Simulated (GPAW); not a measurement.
## Quasiparticle gap of CaI2 (1T monolayer) in GPAW

Wanted: ground state, empty states, screening and self-energy for CaI2 (1T monolayer).

Main program and level: GPAW 26.7.0; LDA and many-body steps on it, plane waves.

## Step 1: Set-up

The cell holds 3 atoms: 1 Ca and 2 I. Its edges and angles: a = 4.559 Å, b = 4.559 Å, c = 14.700 Å, α = 90.0°, β = 90.0°, γ = 120.0°. Vacuum lies along c.

The start is a generated structure, not a measured one. Spin-orbit coupling is left out unless a step names it.

## Step 2: Relaxation

This step: GPAW 26.7.0; DFT, LDA, plane waves, PAW.

Gaps follow bond lengths, so the structure is brought to rest first.

run.py reads:

```python
import json
import numpy as np
from gpaw.mpi import world
from ase import Atoms
from ase.constraints import FixSymmetry
from ase.filters import FrechetCellFilter
from ase.optimize import BFGS
from gpaw import GPAW, PW, FermiDirac

atoms = Atoms(['Ca', 'I', 'I'],
    cell=[[4.5591116400, 0.0000000000, 0.0000000000],
      [-2.2795558200, 3.9483064989, 0.0000000000],
      [0.0000000000, 0.0000000000, 14.7000000000]],
    scaled_positions=[[0.0000000000, 0.0000000000, 0.5000000000],
      [0.3333333333, 0.6666666667, 0.6260231588],
      [0.6666666667, 0.3333333333, 0.3739768412]],
    pbc=(True, True, False))
atoms.set_constraint(FixSymmetry(atoms))
atoms.calc = GPAW(mode=PW(550),
    xc='LDA',
    kpts={'size': (6, 6, 1), 'gamma': True},
    occupations=FermiDirac(0.02),
    convergence={'density': 1e-5},
    txt='relax.txt')
steps = []
opt = BFGS(FrechetCellFilter(atoms, mask=[1, 1, 0, 0, 0, 1]), logfile='bfgs.log')
opt.attach(lambda: steps.append([atoms.get_potential_energy(), atoms.cell[:], atoms.positions.copy(), atoms.get_forces()]))
converged = opt.run(fmax=0.03, steps=50)
res = {'converged': bool(converged), 'steps': steps, 'cell': atoms.cell[:], 'frac': atoms.get_scaled_positions()}

if world.rank == 0:
    with open('result.json', 'w') as f:
        json.dump(res, f, default=lambda x: x.tolist())
```

On the command line:

```sh
mpirun -n 8 gpaw python run.py
```

Numbers of over 12 decimals in the logs are rounded to 6 here.

Log:

```text
Step     Time          Energy          fmax
BFGS:    0       -10.980496        0.796707
BFGS:    1       -11.008674        0.740919
BFGS:    2       -11.150573        0.212115
BFGS:    3       -11.161187        0.050958
BFGS:    4       -11.161529        0.011414
```

Run time: 19 s. Hardware: 8 MPI ranks of Arm Neoverse V1, shared host; peak memory 1.6 GiB.

Step by step:

| step | energy less that of the first step (eV) | largest force (eV/Å) |
| --- | --- | --- |
| 1 | 0.0000 | 0.6260 |
| 2 | -0.0282 | 0.5815 |
| 3 | -0.1701 | 0.1973 |
| 4 | -0.1807 | 0.0221 |
| 5 | -0.1810 | 0.0101 |

The atoms that moved most (Å):

| atom | dx | dy | dz | length |
| --- | --- | --- | --- | --- |
| I2 | 0.000 | 0.000 | -0.103 | 0.103 |
| I3 | 0.000 | 0.000 | 0.103 | 0.103 |

Final coordinates:

```
Ca I
1.0
     4.36248    0.00000    0.00000
    -2.18124    3.77802    0.00000
     0.00000    0.00000   14.70000
Ca I
1 2
Direct
  0.00000 0.00000 0.50000
  0.33333 0.66667 0.61900
  0.66667 0.33333 0.38100
```

## Step 3: Ground state

The ground-state density comes first.

run.py reads:

```python
import json
import numpy as np
from gpaw.mpi import world
from ase import Atoms
from gpaw import GPAW, PW, FermiDirac

atoms = Atoms(['Ca', 'I', 'I'],
    cell=[[4.3624773337, 0.0000000000, 0.0000000000],
      [-2.1812386668, 3.7780161944, 0.0000000000],
      [0.0000000000, 0.0000000000, 14.7000000000]],
    scaled_positions=[[0.0000000000, 0.0000000000, 0.5000000000],
      [0.3333333333, 0.6666666667, 0.6189992852],
      [0.6666666667, 0.3333333333, 0.3810007148]],
    pbc=(True, True, False))
calc = GPAW(mode=PW(450),
    xc='LDA',
    kpts={'size': (9, 9, 1), 'gamma': True},
    occupations=FermiDirac(0.001),
    nbands=-7,
    convergence={'density': 1e-6, 'bands': -3},
    maxiter=100,
    txt='gs.txt')
atoms.calc = calc
res = {'energy': atoms.get_potential_energy()}
kpts = calc.get_ibz_k_points()
res['kpts'] = kpts
res['eigenvalues'] = [calc.get_eigenvalues(kpt=k) for k in range(len(kpts))]
res['n_electrons'] = calc.get_number_of_electrons()
calc.write('gs.gpw')

if world.rank == 0:
    with open('result.json', 'w') as f:
        json.dump(res, f, default=lambda x: x.tolist())
```

On the command line:

```sh
mpirun -n 8 gpaw python run.py
```

Log:

```text
__  _  _
 | _ |_)|_||  |
 |__||  | ||/\| - 26.7.0

Input parameters:
  mode=PW(ecut=450.000000),
  convergence={'density': 1e-06, 'bands': -3},
  kpts=MonkhorstPack(size=(9, 9, 1), gamma=True),
  maxiter=100,
  nbands=-7,
  occupations=Occupations(name='fermi-dirac', width=0.001, fixmagmom=False),
  xc=XC(name='LDA')
  [... matrices ...]
Diagonalizing LCAO Hamiltonian
Converting LCAO to pw mode

         I

       Ca

             I

Atoms  # Å, Bohr magnetons
|   | symbol |         x |        y |        z |    initial magnetic moments |
| 0 |     Ca |  0.000000 | 0.000000 | 7.350000 | ( 0.0000,  0.0000,  0.0000) |
| 1 |      I | -0.000000 | 2.518677 | 9.099289 | ( 0.0000,  0.0000,  0.0000) |
| 2 |      I |  2.181239 | 1.259339 | 5.600711 | ( 0.0000,  0.0000,  0.0000) |

Unit cell  # Å
| periodic |         x |        y |         z |   lengths |     angles |
|      yes |  4.362477 | 0.000000 |  0.000000 |  4.362477 |  90.000000 |
|      yes | -2.181239 | 3.778016 |  0.000000 |  4.362477 |  90.000000 |
|       no |  0.000000 | 0.000000 | 14.700000 | 14.700000 | 120.000000 |

Number of symmetries: 12
Symmetry operations  # r_c * U_cc + t_c -> r_c
|    | kind |            matrix            |
|  0 |  σ   |  1, 1, 0,  0,-1, 0,  0, 0, 1 |
|  1 |  S6  |  1, 1, 0, -1, 0, 0,  0, 0,-1 |
|  2 |  E   |  1, 0, 0,  0, 1, 0,  0, 0, 1 |
|  3 |  C2  |  1, 0, 0, -1,-1, 0,  0, 0,-1 |
|  4 |  C2  |  0, 1, 0,  1, 0, 0,  0, 0,-1 |
|  5 |  C3  |  0, 1, 0, -1,-1, 0,  0, 0, 1 |
|  6 |  S6  |  0,-1, 0,  1, 1, 0,  0, 0,-1 |
|  7 |  σ   |  0,-1, 0, -1, 0, 0,  0, 0, 1 |
|  8 |  σ   | -1, 0, 0,  1, 1, 0,  0, 0, 1 |
|  9 |  i   | -1, 0, 0,  0,-1, 0,  0, 0,-1 |
| 10 |  C3  | -1,-1, 0,  1, 0, 0,  0, 0, 1 |
| 11 |  C2  | -1,-1, 0,  0, 1, 0,  0, 0,-1 |

BZ-sampling:
  Number of BZ points: 81
  Number of IBZ points: 12

  Monkhorst-Pack size: [9, 9, 1]
  Monkhorst-Pack shift: [0, 0, 0]

K-points  # in reciprocal-cell coordinates
|     |                                coordinates |     weight |
|   0 | (  0.00000000,   0.00000000,   0.00000000) | 0.01234568 |
|   1 | (  0.11111111,   0.00000000,   0.00000000) | 0.07407407 |
|   2 | (  0.22222222,  -0.11111111,   0.00000000) | 0.07407407 |
|   3 | (  0.22222222,   0.00000000,   0.00000000) | 0.07407407 |
|   4 | (  0.33333333,  -0.11111111,   0.00000000) | 0.14814815 |
|   5 | (  0.33333333,   0.00000000,   0.00000000) | 0.07407407 |
|   6 | (  0.33333333,   0.33333333,   0.00000000) | 0.02469136 |
|   7 | (  0.44444444,  -0.22222222,   0.00000000) | 0.07407407 |
|   8 | (  0.44444444,  -0.11111111,   0.00000000) | 0.14814815 |
|   9 | (  0.44444444,   0.00000000,   0.00000000) | 0.07407407 |
| ... |                                            |            |
|  11 | (  0.44444444,   0.44444444,   0.00000000) | 0.07407407 |

Plane wave coefficients: 5295
Cutoff: 450.000000 eV

Spin-components: 1 (collinear spins)
Bands:           19
Projectors:      15
Spin-degeneracy: 2
Datatype:        complex128

  Storage: CPU
  Wave functions: 19_250_496 bytes (2_406_312 per core)
  Projectors: 22_290_048 bytes (2_786_256 per core)
  [... matrices ...]
Parallelization:
  kpt:    4
  domain: 2
  band:   1

Density:
  Valence electrons: 24.0
  Components: 1
  Grid points: [24 24 72]
  Charge: 0.0  # |e|

Potential:
  Grid points: [24 24 72]

species:
  Ca:
    name:    Calcium
    Z:       20.0
    valence: 10
    core:    10
    charge:  0.0  # [|e|]
    compensation charges:
      type: gauss
      rc: 0.37  # [Å]
      lmax: 2
    cutoffs:
      filter: 2.10  # [Å]
      core: 1.17  # [Å]
    projectors
    | kind |    occ | energy [eV] | rcut [Å] |
    |   3s |  2.000 |     -46.826 |    1.175 |
    |   4s |  2.000 |      -3.864 |    1.175 |
    |   3p |  6.000 |     -27.986 |    1.154 |
    |    p |        |      -0.774 |    1.154 |
    |    d |        |       0.000 |    0.937 |

    Using partial waves for Ca as LCAO basis

  I:
    name:    Iodine
    Z:       53.0
    valence: 7
    core:    46
    charge:  0.0  # [|e|]
    compensation charges:
      type: gauss
      rc: 0.37  # [Å]
      lmax: 2
    cutoffs:
      filter: 2.06  # [Å]
      core: 2.90  # [Å]
    projectors
    | kind |    occ | energy [eV] | rcut [Å] |
    |   5s |  2.000 |     -17.626 |    1.164 |
    |   5p |  5.000 |      -7.241 |    1.164 |
    |    s |        |       9.585 |    1.164 |
    |    p |        |      19.970 |    1.164 |
    |    d |        |       0.000 |    1.164 |

    Using partial waves for I as LCAO basis

Reference energy: -405233.383312  # eV

eigensolver:
  PPCG
  Converge bands: -3
  niter=2

density mixing:
  MSR1-Mixer
  Pratt-step length: 0.05
  Maximum mixing coefficient: 0.75
  Old densities: 10
  SVD Regularization: 0.005
  Good broyden scale: 1.0
  Trust region scale: 1.0
  Backstep threshold: 4.0
  History deletion threshold: 6.0
  Fourier metric: weight=20.0, sigma=0.015

occupation numbers:
  Fermi-Dirac:
    width: 0.0010  # eV

poisson solver:
  ecut: 3600.000000  # eV

xc functional:
  name: None

Initialization done in: 0.851 s

convergence criteria:
- Maximum integral of absolute [dens]ity change: 1e-06 electrons / valence electron
- Maximum [total energy] change in last 3 cyles: 0.0005 eV / valence electron
- Maximum integral of absolute [eigenst]ate change: 4e-08 eV^2 / valence electron
maximum number of iterations: 100

SCF iterations
|iter     |     time |      energy | eigst |  dens |
|iter:   1|  |  -11.047184 | +1.37 |       |
|iter:   2|  |  -11.187408 | +0.36 | -1.34 |
|iter:   3|  |  -11.186416 | -0.55 | -1.39 |
|iter:   4|  |  -11.171479 | -0.87 | -1.62 |
|iter:   5|  |  -11.167160 | -1.36 | -1.80 |
|iter:   6|  |  -11.154934 | -1.56 | -2.05 |
|iter:   7|  |  -11.153122 | -2.15 | -2.44 |
|iter:   8|  |  -11.152987c| -2.77 | -2.94 |
|iter:   9|  |  -11.152987c| -3.54 | -3.77 |
|iter:  10|  |  -11.152987c| -4.26 | -4.48 |
|iter:  11|  |  -11.152987c| -5.02 | -5.24 |
|iter:  12|  |  -11.152987c| -5.60 | -5.83 |
|iter:  13|  |  -11.152987c| -6.34 | -6.40c|
|iter:  14|  |  -11.152987c| -6.92 | -7.05c|
|iter:  15|  |  -11.152987c| -7.47c| -7.73c|

Converged in 15 steps
SCF loop duration: 5.398 s (0.360 s/step)
Energy contributions relative to reference atoms: (reference = -405233.383312)
  [... matrices ...]
Energy contributions:
  Kinetic:          17.765444
  Coulomb:         -15.427904
  Zero:             -0.625069
  External:          0.000000
  Xc:              -12.865458
  Entropy:          -0.000000
  Spinorbit:         0.000000
  ----------------------------
  Free energy:     -11.152987
  Extrapolated:    -11.152987

dipole moment: (-7.222375, -12.509521, 0.000132)  # |e|*Ang

Fermi level: -0.149
Eigenvalues  # (at kpt = [0.000, 0.000, 0.000])
| band index |      eig [eV] | occ [0-2] |
|          0 |       -41.704 |     2.000 |
|        ... |               |           |
|          4 |       -14.099 |     2.000 |
|          5 |       -13.718 |     2.000 |
|          6 |        -4.913 |     2.000 |
|          7 |        -3.394 |     2.000 |
|          8 |        -3.394 |     2.000 |
|          9 |        -3.189 |     2.000 |
|         10 |        -2.663 |     2.000 |
|         11 |        -2.663 |     2.000 |
|         12 |         1.756 |     0.000 |
|         13 |         1.841 |     0.000 |
|         14 |         1.841 |     0.000 |
|         15 |         2.208 |     0.000 |
|         16 |         2.738 |     0.000 |
|         17 |         3.160 |     0.000 |
|         18 |         3.160 |     0.000 |

Gap: 3.607 eV
Transition (v -> c):
  (s=0, k=0, n=11, [0.00, 0.00, 0.00]) -> (s=0, k=9, n=12, [0.44, 0.00, 0.00])
Direct/indirect transitions are different
Direct gap: 4.301 eV
Transition at: (s=0, k=5, n=11, [0.33, 0.00, 0.00])
vacuum-level: 4.103  # V
# Writing to gs.gpw (mode='')
  [... matrices ...]
```

Wall time 8.2 s (8 MPI ranks); peak memory 1.3 GiB; 65 s of CPU time.

Numbers from this step:

```
total energy               : -11.15 eV
gap                        : 3.607 eV
k of the valence top       : 0, 0, 0
k of the conduction bottom : 0.4444, 0, 0
least direct gap           : 4.301 eV
```

The gap is indirect, with the least direct gap 0.69 eV higher.

## Step 4: Bands along the symmetry lines

Levels along a band path, at the cheap level, show where the edges lie and whether the meshes to come will hold them.

run.py reads:

```python
import json
import numpy as np
from gpaw.mpi import world
from gpaw import GPAW

path = [[0.000000, 0.000000, 0.000000],
    [0.062500, 0.000000, 0.000000],
    [0.125000, 0.000000, 0.000000],
    [0.187500, 0.000000, 0.000000],
    [0.250000, 0.000000, 0.000000],
    [0.312500, 0.000000, 0.000000],
    [0.375000, 0.000000, 0.000000],
    [0.437500, 0.000000, 0.000000],
    [0.500000, 0.000000, 0.000000],
    [0.479167, 0.041667, 0.000000],
    [0.458333, 0.083333, 0.000000],
    [0.437500, 0.125000, 0.000000],
    [0.416667, 0.166667, 0.000000],
    [0.395833, 0.208333, 0.000000],
    [0.375000, 0.250000, 0.000000],
    [0.354167, 0.291667, 0.000000],
    [0.333333, 0.333333, 0.000000],
    [0.291667, 0.291667, 0.000000],
    [0.250000, 0.250000, 0.000000],
    [0.208333, 0.208333, 0.000000],
    [0.166667, 0.166667, 0.000000],
    [0.125000, 0.125000, 0.000000],
    [0.083333, 0.083333, 0.000000],
    [0.041667, 0.041667, 0.000000],
    [0.000000, 0.000000, 0.000000]]
calc = GPAW('gs.gpw').fixed_density(kpts=path,
    symmetry='off',
    nbands=22,
    convergence={'bands': 18},
    txt='bands.txt')
res = {}
kpts = calc.get_ibz_k_points()
res['kpts'] = kpts
res['eigenvalues'] = [calc.get_eigenvalues(kpt=k) for k in range(len(kpts))]
res['n_electrons'] = calc.get_number_of_electrons()

if world.rank == 0:
    with open('result.json', 'w') as f:
        json.dump(res, f, default=lambda x: x.tolist())
```

On the command line:

```sh
mpirun -n 8 gpaw python run.py
```

Log:

```text
Diagonalizing LCAO Hamiltonian
Converting LCAO to pw mode
convergence criteria:
- Maximum integral of absolute [eigenst]ate change: 4e-08 eV^2 / valence electron
maximum number of iterations: 100

SCF iterations
|iter     |     time |      energy | eigst |  dens |
|iter:   1|  |             | +1.68 |       |
|iter:   2|  |             | +0.54 |       |
|iter:   3|  |             | -0.55 |       |
[...]
|iter:  10|  |             | -6.07 |       |
|iter:  11|  |             | -6.85 |       |
|iter:  12|  |             | -7.48c|       |
SCF steps: 12
  __  _  _
 | _ |_)|_||  |
 |__||  | ||/\| - 26.7.0

Input parameters:
  mode=PW(ecut=450.000000),
  convergence={'bands': 18},
  gpts=array([24, 24, 72]),
  kpts=KPoints(kpts=array([[0.      , 0.      , 0.      ],
         [0.0625  , 0.      , 0.      ],
         [0.125   , 0.      , 0.      ],
         [0.1875  , 0.      , 0.      ],
[...]
[0.479167, 0.041667, 0.      ],
         [0.458333, 0.083333, 0.      ],
[...]
[0.416667, 0.166667, 0.      ],
[...]
[0.25    , 0.25    , 0.      ],
[...]
[0.125   , 0.125   , 0.      ],
         [0.083333, 0.083333, 0.      ],
         [0.041667, 0.041667, 0.      ],
         [0.      , 0.      , 0.      ]])),
  maxiter=100,
  nbands=22,
  occupations=Occupations(name='fermi-dirac', width=0.001, fixmagmom=False),
  parallel={},
  symmetry=Symmetry(point_group=False, time_reversal=False),
  xc=XC(name='LDA')
```

Elapsed: 11 s, on 8 MPI ranks; peak memory 1.4 GiB.

Numbers from this step:

| Item | Value |
| --- | --- |
| gap | 3.588 eV |
| k of the valence top | 0, 0, 0 |
| k of the conduction bottom | 0.5, 0, 0 |
| least direct gap | 4.305 eV |

The gap is 3.588 eV, −0.019 eV from the run before at this level.

Electronic bands along the path, in eV, zero at the top of the highest filled band:

| point | band 9 | band 10 | band 11 | band 12 | band 13 | band 14 | band 15 | band 16 |
| --- | --- | --- | --- | --- | --- | --- | --- | --- |
| Γ | -0.73 | -0.53 | 0.00 | 0.00 | 4.42 | 4.50 | 4.50 | 4.87 |
| halfway | -1.16 | -0.79 | -0.40 | -0.38 | 3.96 | 5.02 | 5.08 | 5.39 |
| M | -0.93 | -0.91 | -0.80 | -0.74 | 3.59 | 5.47 | 5.62 | 5.78 |
| halfway | -1.27 | -1.02 | -0.92 | -0.83 | 4.08 | 5.34 | 5.35 | 5.89 |
| K | -1.87 | -1.26 | -0.87 | -0.87 | 4.83 | 5.02 | 5.02 | 6.03 |
| halfway | -1.25 | -0.94 | -0.58 | -0.43 | 4.36 | 4.49 | 5.42 | 5.53 |
| Γ | -0.73 | -0.53 | 0.00 | 0.00 | 4.42 | 4.50 | 4.50 | 4.87 |

## Step 5: Empty states on the mesh, 6×6×1 mesh, 403 bands

The sums over transitions need many empty states on a uniform mesh; this step solves for them.

run.py reads:

```python
import json
import numpy as np
from gpaw.mpi import world
from gpaw import GPAW

calc = GPAW('gs.gpw').fixed_density(kpts={'size': (6, 6, 1), 'gamma': True},
    parallel={'domain': 1, 'band': 1},
    txt='nscf.txt')
calc.diagonalize_full_hamiltonian(nbands=403)
calc.write('full.gpw', mode='all')
res = {}
kpts = calc.get_ibz_k_points()
res['kpts'] = kpts
res['eigenvalues'] = [calc.get_eigenvalues(kpt=k) for k in range(len(kpts))]
res['n_electrons'] = calc.get_number_of_electrons()

if world.rank == 0:
    with open('result.json', 'w') as f:
        json.dump(res, f, default=lambda x: x.tolist())
```

On the command line:

```sh
mpirun -n 7 gpaw python run.py
```

Log:

```text
Diagonalizing LCAO Hamiltonian
Converting LCAO to pw mode
convergence criteria:
- Maximum integral of absolute [eigenst]ate change: 4e-08 eV^2 / valence electron
maximum number of iterations: 100

SCF iterations
|iter     |     time |      energy | eigst |  dens |
|iter:   1|  |             | +1.41 |       |
|iter:   2|  |             | +0.33 |       |
|iter:   3|  |             | -0.52 |       |
[...]
|iter:  19|  |             | -6.98 |       |
|iter:  20|  |             | -7.34 |       |
|iter:  21|  |             | -7.64c|       |
SCF steps: 21
  __  _  _
 | _ |_)|_||  |
 |__||  | ||/\| - 26.7.0

Input parameters:
  mode=PW(ecut=450.000000),
  convergence={'density': 1e-06, 'bands': -3},
  gpts=array([24, 24, 72]),
  kpts=MonkhorstPack(size=(6, 6, 1), gamma=True),
  maxiter=100,
  nbands=19,
  occupations=Occupations(name='fermi-dirac', width=0.001, fixmagmom=False),
  parallel={'domain': 1, 'band': 1},
  xc=XC(name='LDA')
Matrix size: 5277x5277
# Writing to full.gpw (mode='all')
  [... matrices ...]

timing:  # [seconds]
  Total: 143.796  # ━━━━━━━━━━━━━━━━━━━━━━━━━━━━━━━━━━━━━━━━━━━━━━━━━━━━━━━━━
```

Wall time 2.5 min (7 MPI ranks); peak memory 13 GiB.

Numbers from this step:

| Item | Value |
| --- | --- |
| gap | 3.588 eV |
| k of the valence top | 0, 0, 0 |
| k of the conduction bottom | 0.5, 0.5, 0 |
| least direct gap | 4.301 eV |
| k points computed | 7 |
| lowest point of the top converged band, above the valence top | 79.5793 eV |

On this mesh the gap is 3.588 eV.

(Part 1 of 2 ends here.)

[Paths, hosts, dates, memory and timing lines, banners, echoed tables and standing remarks are left out of the program output.]

[Logs are printed without paths, hosts, clocks, repeated set-up lines and the standing remarks that a program may print on its own settings, such as how far it seeks lower states.]

[Runs of the session that timed out or met a known fault of the program may be left out.]

[Hosts, paths, dates, database ids (printed as entryN), source tags and the programs' standing remarks are cut or masked in the printed files.]
